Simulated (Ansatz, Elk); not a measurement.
# CaCr: X-ray structure factors from the self-consistent density

The structure of CaCr used here is made up (a known structure type with other elements) and was relaxed beforehand with PBEsol. The aim is the Fourier transform of its all-electron density, F(hkl), set beside the sum over free spherical atoms that refinements use.

Calculated with Elk 11.2.3 (patched build); DFT, PBE, all-electron APW+lo, Dirac cores, scalar-relativistic bands, static density, ferromagnetic start.

This account leaves out most program logs.

The structure was built from a prototype and need not be the compound's stable phase.

### 1. The starting structure

Symmetry: Fm-3m, No. 225, cubic system. Conventional cell: a = 6.111 Å, b = 6.111 Å, c = 6.111 Å, α = 90.00°, β = 90.00°, γ = 90.00°. Nearest to Cr lie 6 Ca at 3.06 Å. Ca has 6 Cr at 3.06 Å nearest. Farther neighbours are not listed.

### 2. Ground state and structure factors

An all-electron density is needed, since X-rays see the cores too. Task 0 finds the density and task 195 Fourier-transforms it; tshift is off so that phases refer to the origin typed.

Input file elk.in:

```
tasks
  0
  195
  196

xctype
  20

spinpol
  .true.

rgkmax
  7.0

gmaxvr
  14.0

lmaxo
  7

lmaxapw
  8

swidth
  0.002

tshift
  .false.

ramdisk
  .false.

hmaxvr
  5.5

maxscl
  120

epspot
  1e-06

reducebf
  0.8

sppath
  './'

avec
  -0.00000000000 5.77403618393 5.77403618393
  5.77403618393 -0.00000000000 5.77403618393
  5.77403618393 5.77403618393 -0.00000000000

atoms
  2
  'Cr.in'
  1
  0.5000000000 0.5000000000 0.5000000000   0.000000 0.000000 -0.205000
  'Ca.in'
  1
  0.0000000000 -0.0000000000 -0.0000000000   0.000000 0.000000 0.000000

ngridk
  6 6 6
```

The run is started by

```
> OMP_NUM_THREADS=4 elk
```

Wall time 44 s (4 threads of Arm Neoverse V1, shared host); peak memory 0.19 GiB.

SFACRHO.OUT:

```text

h k l indices transformed by vhmat matrix:
   1.000000000       0.000000000       0.000000000    
   0.000000000       1.000000000       0.000000000    
   0.000000000       0.000000000       1.000000000    

      h      k      l  multipl.   |H|            Re(F)            Im(F)           |F|

      0      0      0      1   0.0000000       44.000000      0.64896923E-17   44.000000    
      1      0      0      8  0.94239072      -4.0846674     -0.14983477E-13   4.0846674    
      1      0      1      6   1.0881791       34.650727      0.29066775E-13   34.650727    
     -1      0      1     12   1.5389176       30.519068      0.73793180E-14   30.519068    
      2      1      2     24   1.8045408      -3.2858840     -0.46735104E-13   3.2858840    
      0      2      0      8   1.8847814       27.532805      0.10019151E-13   27.532805    
      2      0      2      6   2.1763581       25.218179      0.43653627E-13   25.218179    
     -1     -3     -1     24   2.3716313      -2.8725853      0.39366604E-13   2.8725853    
      1      2      3     24   2.4332424       23.371069      0.36875437E-13   23.371069    
      3      3      2     24   2.6654835       21.877427      0.75063055E-13   21.877427    
     -3      0     -2     24   2.8271721      -2.4491635      0.34390501E-13   2.4491635    
     -3      0      0      8   2.8271721      -2.4527165      0.16422584E-13   2.4527165    
      0     -2      2     12   3.0778352       19.626050      0.96586454E-14   19.626050    
     -1      2     -2     48   3.2188771      -2.0649083     -0.10617266E-13   2.0649083    
      0     -3     -3      6   3.2645372       18.764263     -0.29175222E-13   18.764263    
     -1     -4     -1     24   3.2645372       18.763624     -0.29230118E-13   18.763624    
     -3     -4     -1     24   3.4411244       18.028936     -0.60816510E-13   18.028936    
     -3      1      1     24   3.5678337      -1.7409332      0.15938618E-13   1.7409332
```

Elk indexes on the primitive cell of elk.in and gives |H| = 4π sin θ/λ in inverse bohr. Below, one row stands for each form hkl of the conventional cell (m members, Friedel mates merged), F is for one primitive cell and the density is static (no thermal factor). Free-atom factors are Waasmaier and Kirfel's, and R is Σm||F|−|F'||/Σm|F|.

| hkl | m | sin θ/λ (Å⁻¹) | abs F, DFT | neutral atoms | diff. |
| --- | --- | --- | --- | --- | --- |
| 111 | 8 | 0.142 | 4.085 | 4.341 | -0.256 |
| 200 | 6 | 0.164 | 34.651 | 34.862 | -0.211 |
| 220 | 12 | 0.231 | 30.519 | 30.637 | -0.118 |
| 311 | 24 | 0.271 | 3.286 | 3.449 | -0.163 |
| 222 | 8 | 0.283 | 27.533 | 27.586 | -0.053 |
| 400 | 6 | 0.327 | 25.218 | 25.227 | -0.008 |
| 331 | 24 | 0.357 | 2.873 | 2.876 | -0.003 |
| 420 | 24 | 0.366 | 23.371 | 23.355 | +0.017 |
| 422 | 24 | 0.401 | 21.877 | 21.843 | +0.035 |
| 511 | 24 | 0.425 | 2.449 | 2.410 | +0.039 |
| 333 | 8 | 0.425 | 2.453 | 2.410 | +0.043 |
| 440 | 12 | 0.463 | 19.626 | 19.577 | +0.049 |
| 531 | 48 | 0.484 | 2.065 | 2.009 | +0.056 |
| 600 | 6 | 0.491 | 18.764 | 18.715 | +0.049 |
| 442 | 24 | 0.491 | 18.764 | 18.715 | +0.048 |
| 620 | 24 | 0.517 | 18.029 | 17.984 | +0.045 |
| 533 | 24 | 0.536 | 1.741 | 1.678 | +0.063 |
| 622 | 24 | 0.543 | 17.397 | 17.358 | +0.039 |

### 3. The magnetisation density

The same run holds the spin density, and task 196 transforms it. The order is that of the start, and no other was tried.

SFACMAG_1.OUT:

```text

h k l indices transformed by vhmat matrix:
   1.000000000       0.000000000       0.000000000    
   0.000000000       1.000000000       0.000000000    
   0.000000000       0.000000000       1.000000000    

      h      k      l  multipl.   |H|            Re(F)            Im(F)           |F|

      0      0      0      1   0.0000000       4.3372849      0.62156445E-17   4.3372849    
      1      0      0      8  0.94239072      -3.0974226     -0.20803427E-14   3.0974226    
      1      0      1      6   1.0881791       2.9219489      0.39016272E-14   2.9219489    
     -1      0      1     12   1.5389176       1.9112112      0.84565111E-15   1.9112112    
      2      1      2     24   1.8045408      -1.5251753     -0.47237628E-14   1.5251753    
      0      2      0      8   1.8847814       1.3988331      0.91392332E-15   1.3988331    
      2      0      2      6   2.1763581       1.1614514      0.36400333E-14   1.1614514    
     -1     -3     -1     24   2.3716313     -0.91476896      0.27940963E-14  0.91476896    
      1      2      3     24   2.4332424      0.88022002      0.24930859E-14  0.88022002    
      3      3      2     24   2.6654835      0.68518978      0.42980273E-14  0.68518978    
     -3      0     -2     24   2.8271721     -0.59365856      0.17675242E-14  0.59365856    
     -3      0      0      8   2.8271721     -0.58147802      0.76103753E-15  0.58147802    
      0     -2      2     12   3.0778352      0.43987022      0.41138030E-15  0.43987022    
     -1      2     -2     48   3.2188771     -0.38080353     -0.39006504E-15  0.38080353    
      0     -3     -3      6   3.2645372      0.39430855     -0.10311823E-14  0.39430855    
     -1     -4     -1     24   3.2645372      0.34546868     -0.94228912E-15  0.34546868
```

The total moment is 4.34 μB a cell; sphere moments: Cr1 +3.90, Ca2 +0.05 μB. Polarised neutrons measure spin and orbital magnetisation together; without spin-orbit coupling the run gives the spin part:

| hkl | sin θ/λ (Å⁻¹) | abs F_M (μB) |
| --- | --- | --- |
| 111 | 0.142 | 3.097 |
| 200 | 0.164 | 2.922 |
| 220 | 0.231 | 1.911 |
| 311 | 0.271 | 1.525 |
| 222 | 0.283 | 1.399 |
| 400 | 0.327 | 1.161 |
| 331 | 0.357 | 0.915 |
| 420 | 0.366 | 0.880 |
| 422 | 0.401 | 0.685 |
| 511 | 0.425 | 0.594 |
| 333 | 0.425 | 0.582 |
| 440 | 0.463 | 0.440 |
| 531 | 0.484 | 0.381 |
| 600 | 0.491 | 0.394 |

### 4. The highest occupied states alone

An energy window below the Fermi level keeps the highest occupied states, to see at which angles they scatter; shallow core shells can lie inside it and anion s states outside. No new self-consistency is needed.

Edit elk.in of step 2 so:

```diff
@@ -1,5 +1,3 @@
 tasks
-  0
   195
-  196
 
@@ -44,2 +42,5 @@
 
+wsfac
+  -0.415010 0.436230
+
 sppath
```

The run is started by

```
> OMP_NUM_THREADS=4 elk
```

Run time: 4.4 s. Hardware: 4 threads; peak memory 0.16 GiB; 5.6 s of CPU time.

States within 15 eV below the Fermi level hold 8.00 electrons; any levels below the window count with the cores. Their amplitudes can exceed the total, where window and core parts have opposite phase:

| hkl | sin θ/λ (Å⁻¹) | abs F, window | abs F, all |
| --- | --- | --- | --- |
| 111 | 0.142 | 3.259 | 4.085 |
| 200 | 0.164 | 2.958 | 34.651 |
| 220 | 0.231 | 2.073 | 30.519 |
| 311 | 0.271 | 1.500 | 3.286 |
| 222 | 0.283 | 1.597 | 27.533 |
| 400 | 0.327 | 1.255 | 25.218 |
| 331 | 0.357 | 0.920 | 2.873 |
| 420 | 0.366 | 1.002 | 23.371 |
| 422 | 0.401 | 0.807 | 21.877 |
| 511 | 0.425 | 0.608 | 2.449 |

### 5. Another functional

The difference from free atoms is small, so it is set against the change that LDA (Perdew-Wang) makes.

Edit elk.in of step 4 so:

```diff
@@ -1,6 +1,8 @@
 tasks
+  0
   195
+  196
 
 xctype
-  20
+  3
 
@@ -42,5 +44,2 @@
 
-wsfac
-  -0.415010 0.436230
-
 sppath
```

The run is started by

```
> OMP_NUM_THREADS=4 elk
```

Run time: 23 s. Hardware: 4 threads; peak memory 0.16 GiB; 67 s of CPU time.

Against the first run R = 0.07 %; the largest change is -0.036 at 222. The moment goes from 4.34 to 4.48 μB.

### 6. A coarser k-mesh

About half the k-points along each axis test the sampling.

Edit elk.in of step 5 so:

```diff
@@ -6,3 +6,3 @@
 xctype
-  3
+  20
 
@@ -62,2 +62,2 @@
 ngridk
-  6 6 6
+  3 3 3
```

The run is started by

```
> OMP_NUM_THREADS=4 elk
```

Run time: 20 s. Hardware: 4 threads; peak memory 0.21 GiB.

Against the first run R = 0.02 %; the largest change is -0.017 at 200. The moment goes from 4.34 to 4.00 μB.

### 7. Basis size

A smaller basis shows how fast F responds to it; the change is likely larger than the basis error of the first run, but doesn't show convergence.

Edit elk.in of step 6 so:

```diff
@@ -12,3 +12,3 @@
 rgkmax
-  7.0
+  5.5
 
@@ -62,2 +62,2 @@
 ngridk
-  3 3 3
+  6 6 6
```

The run is started by

```
> OMP_NUM_THREADS=4 elk
```

The job ended after 40 s (4 threads; peak memory 0.19 GiB).

Against the first run R = 0.05 %; the largest change is +0.039 at 420. The moment goes from 4.34 to 4.40 μB.

### 8. Settings against the effect

| run | R against the first run (%) | R against neutral atoms, low angle (%) | wall time |
| --- | --- | --- | --- |
| PBE, rgkmax 7 | 0.00 | 1.00 | 44 s |
| LDA (Perdew-Wang) | 0.07 | 1.08 | 23 s |
| k-mesh 3×3×3 | 0.02 | 1.01 | 20 s |
| rgkmax 5.5 | 0.05 | 1.08 | 40 s |

### 9. What came out

| Item | Value |
| --- | --- |
| R against neutral atoms, sin θ/λ < 0.3 Å⁻¹ | 1.00 % |
| R against neutral atoms, 0.3 to 0.82 Å⁻¹ | 0.33 % |

In words: Independent neutral atoms miss the calculated amplitudes by R = 1.00 % below 0.3 Å⁻¹ and 0.33 % from there to 0.82 Å⁻¹; by shells, 6.27 % below 0.15 Å⁻¹ (1 form), 0.81 % 0.15 to 0.3 (4 forms), 0.19 % 0.3 to 0.45 (6 forms), 0.35 % above 0.45 (35 forms). Bonding, aspherical density and the tables' own atoms all enter these figures, and the runs don't part them. The largest change of an amplitude is -0.26 electrons, at 111. The magnetic order is that of the start. No other order was tried here, and an antiferromagnetic one would change or move the magnetic intensity. The window's part falls from 8.0 electrons at the origin to at most 0.52 between 0.45 and 0.82 Å⁻¹. Below 0.3 Å⁻¹ the changes that finished (LDA (Perdew-Wang), k-mesh 3×3×3 and rgkmax 5.5) move F by R = 0.11 % at most, against the 1.00 % that separates it from free atoms. The magnetic factors move by R = 1.4 % (LDA (Perdew-Wang)), 2.9 % (k-mesh 3×3×3) and 1.4 % (rgkmax 5.5), so they aren't settled to better than that. Part of the difference isn't bonding: the tables are fits to free atoms and ions calculated by other methods than this functional. Thermal motion, anomalous dispersion and extinction are left out.

[Logs are printed without paths, hosts, clocks, repeated set-up lines and the standing remarks that a program may print on its own settings, such as how far it seeks lower states.]

[Hosts, paths, dates, database ids (printed as entryN), source tags and the programs' standing remarks are cut or masked in the printed files.]
